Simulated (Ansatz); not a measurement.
# CsPb2Br5 (I4/mcm): a many-body input that goes wrong, and its mend

What is wrong with this input for CsPb2Br5 (I4/mcm)?

Program: Ansatz 0.2.0. Level of theory: G0W0 on r2SCAN, plane waves, PAW. Values are calculated unless marked as measured.

**1. Set-up**

It takes space group I4/mcm (No. 140, tetragonal). Conventional cell: a = 8.485 Å, b = 8.485 Å, c = 15.214 Å, α = 90.00°, β = 90.00°, γ = 90.00°. Nearest to Cs lie 10 Br at 3.70 to 3.80 Å. Nearest to Pb lie 8 Br at 2.92 to 3.36 Å. Nearest to Br lie 4 Pb at 3.16 Å and 2 Cs at 3.80 Å. Nearest to Br lie 3 Pb at 2.92 to 3.36 Å and 2 Cs at 3.70 Å. Farther neighbours, and contacts between anions beyond the nearest, are not listed.

Structure file:

```cif
data_structure
_symmetry_space_group_name_H-M 'P 1'
_symmetry_Int_Tables_number 1
_cell_length_a 9.6885
_cell_length_b 9.6885
_cell_length_c 9.6885
_cell_angle_alpha 128.061
_cell_angle_beta 128.061
_cell_angle_gamma 76.526
_cell_volume 547.68
loop_
_atom_site_label
_atom_site_type_symbol
_atom_site_fract_x
_atom_site_fract_y
_atom_site_fract_z
_atom_site_occupancy
Cs1 Cs 0.75000 0.75000 0.00000 1
Cs2 Cs 0.25000 0.25000 0.00000 1
Pb3 Pb 0.66709 0.83291 0.50000 1
Pb4 Pb 0.33291 0.16709 0.50000 1
Pb5 Pb 0.83291 0.33291 0.16582 1
Pb6 Pb 0.16709 0.66709 0.83418 1
Br7 Br 0.50000 0.50000 0.00000 1
Br8 Br 0.00000 0.00000 0.00000 1
Br9 Br 0.71726 0.52407 0.50000 1
Br10 Br 0.28274 0.47593 0.50000 1
Br11 Br 0.02407 0.21726 0.50000 1
Br12 Br 0.97593 0.78274 0.50000 1
Br13 Br 0.52407 0.02407 0.80682 1
Br14 Br 0.47593 0.97593 0.19318 1
Br15 Br 0.21726 0.71726 0.19318 1
Br16 Br 0.78274 0.28274 0.80682 1
```

 The runs that relaxed it are not among those shown. The default PAW set here is soft_2. Its files were made with PBE.

**2. First try**

input.yaml reads:

```yaml
crystal:
  lattice:
    - [-4.2425, 4.2425, 7.60715]
    - [4.2425, -4.2425, 7.60715]
    - [4.2425, 4.2425, -7.60715]
  atoms:
    - { symbol: Cs, position: [0.75, 0.75, 0.0] }
    - { symbol: Cs, position: [0.25, 0.25, 0.0] }
    - { symbol: Pb, position: [0.6670882456, 0.8329117544, 0.5] }
    - { symbol: Pb, position: [0.3329117544, 0.1670882456, 0.5] }
    - { symbol: Pb, position: [0.8329117544, 0.3329117544, 0.1658235089] }
    - { symbol: Pb, position: [0.1670882456, 0.6670882456, 0.8341764911] }
    - { symbol: Br, position: [0.5, 0.5, 0.0] }
    - { symbol: Br, position: [0.0, 0.0, 0.0] }
    - { symbol: Br, position: [0.7172555385, 0.5240738555, 0.5] }
    - { symbol: Br, position: [0.2827444615, 0.4759261445, 0.5] }
    - { symbol: Br, position: [0.0240738555, 0.2172555385, 0.5] }
    - { symbol: Br, position: [0.9759261445, 0.7827444615, 0.5] }
    - { symbol: Br, position: [0.5240738555, 0.0240738555, 0.8068183171] }
    - { symbol: Br, position: [0.4759261445, 0.9759261445, 0.1931816829] }
    - { symbol: Br, position: [0.2172555385, 0.7172555385, 0.1931816829] }
    - { symbol: Br, position: [0.7827444615, 0.2827444615, 0.8068183171] }
kpoints:
  mp_grid: { grid: [2, 2, 2] }
hamiltonian:
  xc: r2scan
scf:
  occupations: { method: fixed }
gw:
  n_empty_bands: 4
  ecut_chi: 40
  qp_bands: [v4, c4]
  qp_kpoints: band_edges
  screening: { model: contour_deformation }
```

On the command line:

```sh
ansatz run input.yaml --threads 3 --pin off --max-ram 92160MiB --backend cuda --events-out ev --progress --plain --runs-dir out --devices 1 --max-vram 13GiB
```

The program printed:

```text
GPUs: using 1 of 1 available (devices: 1).
Engine: ansatz 0.2.0, x86_64-unknown-linux-gnu
Pseudopotentials: kind: paw
Pseudopotential: Cs, paw, valence charge 9, recommended cutoff 500 eV (meta_gga), Cs.paw.azcp
Pseudopotential: Pb, paw, valence charge 14, recommended cutoff 500 eV (meta_gga), Pb.paw.azcp
Pseudopotential: Br, paw, valence charge 7, recommended cutoff 500 eV (meta_gga), Br.paw.azcp
Functional definition: r2SCAN
  parameter k0 = 0.174
  parameter k1 = 0.065
  parameter a1 = 4.9479
  exchange = r2scan_x(k0 = k0, k1 = k1, a1 = a1)
  correlation = r2scan_c
concurrent solve slots: 2 of 3 are kept, ahead of what memory takes: no pass of the eigensolver takes more rounds on 2
device memory: the entry about to start is reckoned to put 4.2 GiB on a device that reports 40.9 GiB free (of which the cap on the GPU budget leaves the run 13.0 GiB)
GPU FFT provider: cuFFT
GPU libraries: cuBLAS 13.8.2, cuFFT 12.4.0, cuSOLVER 12.3.4
Crystal: 16 atoms, lattice volume = 547.678 Å³
Basis set: ecut = 500 eV, 13951 PW (Γ), exchange–correlation on 288×288×288 points (64 copies of the dense FFT grid, shifted against one another)
Bands: 88, of which v1, the nominal top of the filled ones, is band 72 counted from 1 (71 counted from 0)
Symmetry: 16 space group operations
Space group: I4/mcm (ITA 140), of the structure as read, at distance tolerance 8.2e-5 Å
k-points: 4 of 8
Non-local potential: Cs, projectors of the file, l = 0: 3, l = 1: 2, l = 2: 2, l = 3: 2
Non-local potential: Pb, projectors of the file, l = 0: 2, l = 1: 2, l = 2: 2, l = 3: 2
Non-local potential: Br, projectors of the file, l = 0: 2, l = 1: 2, l = 2: 2
PAW form: soft (Blöchl's): semilocal exchange-correlation on the pseudo side does not see the compensation charge
PAW frozen core: Cs, regenerated for the run's functional (the file was generated under x = pbe(κ = 0.804, μ = 0.219515), c = pbe(β = 0.066725))
PAW frozen core: Pb, regenerated for the run's functional (the file was generated under x = pbe(κ = 0.804, μ = 0.219515), c = pbe(β = 0.066725))
PAW frozen core: Br, regenerated for the run's functional (the file was generated under x = pbe(κ = 0.804, μ = 0.219515), c = pbe(β = 0.066725))
PAW one-centre angular grid: Cs, 302 points (default); XC on 160 Gauss nodes
PAW one-centre angular grid: Pb, 590 points (default); XC on 160 Gauss nodes
PAW one-centre angular grid: Br, 302 points (default); XC on 160 Gauss nodes
Initial density: superposition of atomic densities (neutral atoms: chi_scale 0, normalization atom), corrected by the library's trained network
Initial wavefunctions: pseudopotential atomic-orbital guess
GPU buffer pool allocated for 373248 grid points (all kernels)
GPU transforms: local potential and band sums: pruned to the plane-wave sphere, on 72×72×72
Functional: x = r2scan, c = r2scan; τ floored in thin density (d = 2e-4 eV/Å³)
SCF iter   1: F=—  HF=-87005.391062 eV  |F-HF|=—  |Δ(HF+E_count)|=         —  Δρ=4.07e-3  dr2=1.66e-1  dr2_τ=3.58e-2  ethr=1.77e-3  ⟨swp⟩=5.0  Hψ=1310  notcnv=0  defer=51
preconditioner: auto → Resta (q_TF=auto, 2.184 Å⁻¹)  ε∞=2.9  [insulator: Δε(μ)=3.600 eV  Ē_g=13.677 eV  n_scr=88 (ndim 8)  ℏωp=18.8 eV  f_vac=0.046  ε∞_Penn≈2.9]
SCF iter   2: F=—  HF=-87005.416182 eV  |F-HF|=—  |Δ(HF+E_count)|=   2.51e-2  Δρ=1.74e-3  dr2=2.72e-2  dr2_τ=9.61e-4  ethr=1.15e-4  ⟨swp⟩=3.0  Hψ=706  notcnv=0  defer=56
SCF iter   3: F=—  HF=-87005.413357 eV  |F-HF|=—  |Δ(HF+E_count)|=   2.82e-3  Δρ=4.08e-4  dr2=7.98e-4  dr2_τ=4.27e-5  ethr=1.89e-5  ⟨swp⟩=3.5  Hψ=612  notcnv=0  defer=56
SCF iter   4: F=—  HF=-87005.413671 eV  |F-HF|=—  |Δ(HF+E_count)|=   3.14e-4  Δρ=6.90e-5  dr2=2.22e-5  dr2_τ=1.04e-6  ethr=5.54e-7  ⟨swp⟩=2.2  Hψ=512  notcnv=0  defer=56
SCF iter   5: F=—  HF=-87005.413687 eV  |F-HF|=—  |Δ(HF+E_count)|=   1.61e-5  Δρ=1.24e-5  dr2=1.72e-6  dr2_τ=1.52e-7  ethr=1.54e-8  ⟨swp⟩=2.0  Hψ=598  notcnv=0  defer=48
[...]
E_local      = -8939.664408  (includes V_loc(G=0)·N_el)
  E_nonlocal   = 2161.412655
  E_hartree    = 3333.814017
  E_xc         = -3671.453405
  E_vxc        = -2005.853387  (∫ρ·V_xc dr)
  E_paw        = -74610.021856  (= ΣΔE_a)
  E_vpaw       = -1496.102439  (= ΣTr[D̂ρ^β])
  E_aug_tail   = 0.000074  (compensation charges beyond the density's cutoff)
  E_vtau       = 112.308435  (kinetic-family band-sum trace: ∫τ·v_τ [+ j·A + Jᵃ·Aᵃ] dr)
  E_ewald      = -8051.531425
  E_core_change = 2.379831  (= ΣΔE_core)
  E_smearing   = -0.000000  (= −TS)
  E_closure    = 0.000000  (closes the sum)
  Σ components = -87005.413687   (vs F -87005.413687, Δ=0.00e0)
--- Band table (eV) ---
  k-point 0: bands = [... 68 lower, 2.7822, 2.9666, 2.9898, 2.9898, 6.8036, 7.3579, 7.4332, 7.5266, ... 12 higher]
  k-point 1: bands = [... 68 lower, 2.9493, 3.0350, 3.0788, 3.1005, 7.0566, 7.0724, 7.5698, 7.7344, ... 12 higher]
  k-point 2: bands = [... 68 lower, 2.8546, 2.8546, 3.3004, 3.3004, 7.5453, 7.5453, 7.7086, 7.7086, ... 12 higher]
  k-point 3: bands = [... 68 lower, 3.0669, 3.0714, 3.0714, 3.0908, 6.7726, 7.1359, 7.1664, 7.6482, ... 12 higher]
--- G₀W₀: contour deformation, 5 samples at zero and on the imaginary axis and 1 off it, 8 q-points, 4 empty bands' worth ---
  eigenvalues of the whole cell's RPA ε∞ on this k-mesh (on a slab, of 1 + 4πα/V) = 1.6472, 2.4787, 2.4787; static W/v taken at q = 0 is 0.456509
  gw.qp_kpoints: band_edges: 4 of 4 stored k-points solved, in 1 pass; an edge of the gap read off the rows below is read off those points alone
  `?` marks the rows in doubt; gw_qp.tsv's column doubts and the gw_qp event give each row's grounds
    ik  band        ε_KS         Σx   Σc(E_QP)       V_xc       Z   E_QP_lin       E_QP  E_QP is
     0    69      2.7822   -19.6950     2.0840   -16.4156  0.8089     1.5386     1.5869  root
     0    70      2.9666   -19.5914     2.0736   -16.2422  0.8125     1.6369     1.6909  root
     0    71      2.9898   -19.0723     1.9618   -16.2866  0.8080     2.1450     2.1660  root
     0    72      2.9898   -19.0723     1.9618   -16.2866  0.8080     2.1450     2.1660  root
     0    73      6.8036    -7.8137    -1.2643   -11.6161  0.8688     9.4987     9.3417  root ?
     0    74      7.3579    -9.2784    -1.1983   -13.0636  0.8729    10.1114     9.9447  root ?
     0    75      7.4332    -8.4156    -1.2373   -12.1798  0.8728    10.1109     9.9601  root ?
     0    76      7.5266    -8.0985    -1.3264   -11.9359  0.8702    10.1978    10.0375  root ?
     1    69      2.9493   -18.9623     1.8205   -16.4424  0.8163     2.2361     2.2499  root
     1    70      3.0350   -19.0814     1.9491   -16.3339  0.8080     2.2171     2.2365  root
     1    71      3.0788   -19.0638     1.9152   -16.4010  0.8102     2.3146     2.3312  root
     1    72      3.1005   -19.2200     1.8245   -16.7179  0.8172     2.4102     2.4229  root
     1    73      7.0566    -8.6818    -1.1570   -12.4397  0.8763     9.8169     9.6575  root ?
     1    74      7.0724    -8.7086    -1.1496   -12.4550  0.8768     9.8275     9.6691  root ?
     1    75      7.5698    -8.3211    -1.2106   -12.0747  0.8782    10.2643    10.1129  root ?
     1    76      7.7344    -8.0037    -1.2262   -11.8458  0.8794    10.5166    10.3504  root ?
     2    69      2.8546   -19.5986     2.0853   -16.2974  0.8090     1.5889     1.6388  root
     2    70      2.8546   -19.5986     2.0853   -16.2974  0.8090     1.5889     1.6388  root
     2    71      3.3004   -19.3277     1.8595   -16.7574  0.8153     2.5757     2.5897  root
     2    72      3.3004   -19.3277     1.8595   -16.7574  0.8153     2.5757     2.5897  root
     2    73      7.5453    -8.7485    -1.2563   -12.5679  0.8711    10.2754    10.1084  root ?
     2    74      7.5453    -8.7485    -1.2563   -12.5679  0.8711    10.2754    10.1084  root ?
     2    75      7.7086    -8.1909    -1.2408   -12.0416  0.8775    10.4889    10.3185  root ?
     2    76      7.7086    -8.1909    -1.2408   -12.0416  0.8775    10.4889    10.3185  root ?
     3    69      3.0669   -19.3032     1.9116   -16.6315  0.8104     2.2899     2.3069  root
     3    70      3.0714   -19.1543     1.9459   -16.4143  0.8097     2.2584     2.2774  root
     3    71      3.0714   -19.1543     1.9459   -16.4143  0.8097     2.2584     2.2774  root
     3    72      3.0908   -19.8483     2.0672   -16.5281  0.8134     1.7871     1.8378  root
     3    73      6.7726    -7.7464    -1.2552   -11.5334  0.8696     9.4589     9.3044  root ?
     3    74      7.1359    -7.5187    -1.2864   -11.2371  0.8735     9.7071     9.5679  root ?
     3    75      7.1664    -8.6391    -1.1838   -12.3896  0.8756     9.8893     9.7330  root ?
     3    76      7.6482    -9.1060    -1.2065   -12.8325  0.8741    10.3190    10.1682  root ?
[key lines of the parts left out:]
SCF converged after 6 iterations
Free energy (F): -87005.413687 eV
Fermi energy:    3.300423 eV
```

Run time: 17 s. Hardware: 1 × NVIDIA H100 80GB HBM3 (shared by 6 runs) with 3 threads of AMD EPYC 7R13 (Zen 3), shared host; peak memory 2.2 GiB; 22 s of CPU time.

Q: What is the fault?

The run ended normally, though the input holds a fault or crude settings.

The fault: four empty bands in G0W0. The sums over empty states are cut off almost at the gap, so screening and correlation are far from complete.

It printed a gap of 6.71 eV, which is an artefact of the settings.

**3. A better input**

Now the one-shot GW correction: screening in the RPA, then the self-energy of the levels asked for.

input.yaml: that of step 2 with these lines changed.

```diff
@@ -23,3 +23,3 @@
 kpoints:
-  mp_grid: { grid: [2, 2, 2] }
+  mp_grid: { grid: [4, 4, 4] }
 hamiltonian:
@@ -29,4 +29,4 @@
 gw:
-  n_empty_bands: 4
-  ecut_chi: 40
+  n_empty_bands: 666
+  ecut_chi: 66
   qp_bands: [v4, c4]
```

The program printed:

```text
GPUs: using 1 of 1 available (devices: 1).
[...]
GPU FFT provider: cuFFT
GPU libraries: cuBLAS 13.8.2, cuFFT 12.4.0, cuSOLVER 12.3.4
Crystal: 16 atoms, lattice volume = 547.678 Å³
Basis set: ecut = 500 eV, 13951 PW (Γ), exchange–correlation on 288×288×288 points (64 copies of the dense FFT grid, shifted against one another)
Bands: 88, of which v1, the nominal top of the filled ones, is band 72 counted from 1 (71 counted from 0)
[... 1 set-up line as in the run before ...]
[...]
k-points: 13 of 64
[...]
GPU buffer pool allocated for 373248 grid points (all kernels)
[...]
SCF iter   1: F=—  HF=-87005.393067 eV  |F-HF|=—  |Δ(HF+E_count)|=         —  Δρ=4.08e-3  dr2=1.67e-1  dr2_τ=3.59e-2  ethr=1.77e-3  ⟨swp⟩=5.0  Hψ=4271  notcnv=0  defer=161
[...]
0    69      2.7820   -19.6718     2.7010   -16.4157  0.7731     2.2215     2.2268  root
     0    70      2.9663   -19.5690     2.7342   -16.2422  0.7747     2.3676     2.3736  root
     0    71      2.9901   -19.0321     2.2281   -16.2865  0.7798     2.4683     2.4726  root
     0    72      2.9901   -19.0321     2.2281   -16.2865  0.7798     2.4683     2.4726  root
     0    73      6.8032    -7.8881    -3.1358   -11.6170  0.8178     7.4002     7.3964  root
     0    74      7.3577    -9.3242    -3.0833   -13.0644  0.8119     8.0194     8.0145  root
     0    75      7.4332    -8.4630    -3.0716   -12.1797  0.8149     8.0828     8.0782  root
     0    76      7.5267    -8.1337    -3.1954   -11.9359  0.8150     8.1379     8.1336  root
[...]
12    73      6.7723    -7.8219    -3.1251   -11.5343  0.8185     7.3633     7.3596  root
    12    74      7.1361    -7.5763    -3.1393   -11.2370  0.8219     7.6604     7.6575  root
    12    75      7.1661    -8.6942    -3.0889   -12.3903  0.8159     7.7773     7.7733  root
    12    76      7.6483    -9.1467    -3.0385   -12.8324  0.8139     8.3002     8.2956  root
[key lines of the parts left out:]
SCF converged after 6 iterations
Free energy (F): -87005.415782 eV
Fermi energy:    3.338717 eV
```

The job ended after 4.3 min (1 × NVIDIA H100 80GB HBM3 (shared by 6 runs) with 3 threads; peak memory 5.6 GiB).

Numbers from this step:

| Property | Result |
| --- | --- |
| bands summed | 738 |
| RPA ε∞ on this mesh (eigenvalues) | 3.242, 4.217, 4.217 |
| plane waves in the screening matrix | 671 |
| q-points in the mesh | 64 |
| G0W0 gap on the mesh | 4.464 eV |
| k of the valence top | 0.25, -0.25, 0.25 |
| k of the conduction bottom | -0.5, -0.5, -0.5 |
| starting gap on the mesh | 3.434 eV |
| Z at the valence top | 0.7837 |
| Z at the conduction bottom | 0.8185 |
| least direct G0W0 gap on the computed points | 4.773 eV |

The gap on the mesh goes from 3.43 eV to 4.46 eV, a correction of +1.03 eV. Between the two edge states, bare exchange in place of the xc potential would open the gap by 6.23 eV, and correlation takes back 5.20 eV.

**4. Results**

```json
{
 "first try": "converged after 17 s",
 "better run": "G0W0 gap on the mesh 4.46 eV (4×4×4 mesh, 666 empty bands, screening to 66 eV)"
}
```

What this shows: The second run differs in: mesh, empty bands and screening cutoff (eV). Bands and cutoff are finite, so the gap stands short of the basis limit, usually by up to a few tenths of an eV; the mesh is an error of its own. Where an edge is built on 6p states of lead, bismuth or thallium, scalar-relativistic gaps usually stand too wide, by a few tenths to over one eV. The many-body steps are scalar-relativistic: spin-orbit coupling is not in them.

[Long decimals in the printed logs are rounded to 6 places.]

[Logs are printed without paths, hosts, clocks, repeated set-up lines and the standing remarks that a program may print on its own settings, such as how far it seeks lower states.]

[Paths, hosts, dates, memory and timing lines, banners, echoed tables and standing remarks are left out of the program output; an Ansatz launch command may be rebuilt from the run's recorded settings. Measured values are a selection of at most five: reports struck by readers or far from the other reports are left out. None is set beside runs whose start may be inverted or whose files or cutoffs have a known fault.]

[Runs of the session that timed out or met a known fault of the program may be left out.]

[Cells called generated may have been cut or substituted from an entry of the Crystallography Open Database or the Materials Project.]

[Hosts, paths, dates, database ids (printed as entryN), source tags and the programs' standing remarks are cut or masked in the printed files.]

[Where the starting crystal was built by hand or by swapping elements, it need not be the compound's stable phase.]
